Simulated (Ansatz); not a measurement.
Planning a run of Ansatz 0.2.0 on BaTiO3 (Pm-3m). The input:

```yaml
crystal:
  lattice:
    - [4.006, 0.0, 0.0]
    - [0.0, 4.006, 0.0]
    - [0.0, 0.0, 4.006]
  atoms:
    - { symbol: Ba, position: [0.5, 0.5, 0.5] }
    - { symbol: Ti, position: [0.0, 0.0, 0.0] }
    - { symbol: O, position: [0.5, 0.0, 0.0] }
    - { symbol: O, position: [0.0, 0.5, 0.0] }
    - { symbol: O, position: [0.0, 0.0, 0.5] }
kpoints:
  mp_grid: { grid: [4, 4, 4] }
hamiltonian:
  xc: lda
scf:
  occupations: { method: fixed }
gw:
  n_empty_bands: 236
  ecut_chi: 138
  qp_bands: [v2, c2]
  qp_kpoints: band_edges
  screening: { model: contour_deformation }
```

```sh
ansatz run input.yaml --threads 3 --pin off --max-ram 92160MiB --backend cuda --events-out ev --progress --plain --runs-dir out --devices 1 --max-vram 13GiB
```

**Question.** How long will it take on 1 × NVIDIA H100 80GB HBM3 (shared by 6 runs) with 3 threads of AMD EPYC 7R13 (Zen 3), shared host, and how much memory?

It took 24 s; on shared hardware allow 12 s to 47 s. Peak host memory was 1.2 GiB. The sizes that set the cost: 1237 plane waves a state, 10 irreducible k points, 256 bands summed, 251 plane waves in the screening and 8 SCF cycles.

The screening grows as filled bands × empty bands × pairs of k points, times the square of the screening basis for the matrix.

[Paths, hosts, dates, memory and timing lines, banners, echoed tables and standing remarks are left out of the program output.]

[Logs are printed without paths, hosts, clocks, repeated set-up lines and the standing remarks that a program may print on its own settings, such as how far it seeks lower states.]

[Runs of the session that timed out or met a known fault of the program may be left out.]

[Cells called generated may have been cut or substituted from an entry of the Crystallography Open Database or the Materials Project.]

[Hosts, paths, dates, database ids (printed as entryN), source tags and the programs' standing remarks are cut or masked in the printed files.]
